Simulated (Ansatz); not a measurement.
An input for Ansatz 0.2.0 (VBiO4 (Dreyerite)):

```yaml
crystal:
  lattice:
    - [-3.6515, 3.6515, 3.292]
    - [3.6515, -3.6515, 3.292]
    - [3.6515, 3.6515, -3.292]
  atoms:
    - { symbol: V, position: [0.5, 0.5, 0.0] }
    - { symbol: V, position: [0.25, 0.75, 0.5] }
    - { symbol: Bi, position: [0.75, 0.25, 0.5] }
    - { symbol: Bi, position: [0.0, 0.0, 0.0] }
    - { symbol: O, position: [0.152062534, 0.3328889632, 0.8191735708] }
    - { symbol: O, position: [0.0828889632, 0.7637153925, 0.6808264292] }
    - { symbol: O, position: [0.5137153925, 0.3328889632, 0.1808264292] }
    - { symbol: O, position: [0.0828889632, 0.402062534, 0.3191735708] }
    - { symbol: O, position: [0.597937466, 0.9171110368, 0.6808264292] }
    - { symbol: O, position: [0.6671110368, 0.847937466, 0.1808264292] }
    - { symbol: O, position: [0.2362846075, 0.9171110368, 0.3191735708] }
    - { symbol: O, position: [0.6671110368, 0.4862846075, 0.8191735708] }
kpoints:
  mp_grid: { grid: [6, 6, 6] }
hamiltonian:
  xc: r2scan
  pseudopotentials: { kind: paw, azcp: { folder: soft_1 } }
scf:
  occupations: { method: fixed }
  n_extra_bands: 120
output:
  optics: { e_range: [0, 25], de: 0.1, sigma: 0.2 }
```

```sh
ansatz run input.yaml --threads 3 --pin off --max-ram 92160MiB --backend cuda --events-out ev --progress --plain --runs-dir out --devices 1 --max-vram 13GiB
```

Q: How long will it take on 1 × NVIDIA H100 80GB HBM3 (shared by 6 runs) with 3 threads of AMD EPYC 7R13 (Zen 3), shared host, and how much memory?

It took 2.1 min; on shared hardware allow 64 s to 4.3 min. Peak host memory was 3.8 GiB.

[Paths, hosts, dates, memory and timing lines, banners, echoed tables and standing remarks are left out of the program output.]

[Logs are printed without paths, hosts, clocks, repeated set-up lines and the standing remarks that a program may print on its own settings, such as how far it seeks lower states.]

[Runs of the session that timed out or met a known fault of the program may be left out.]

[Cells called generated may have been cut or substituted from an entry of the Crystallography Open Database or the Materials Project.]

[Hosts, paths, dates, database ids (printed as entryN), source tags and the programs' standing remarks are cut or masked in the printed files.]
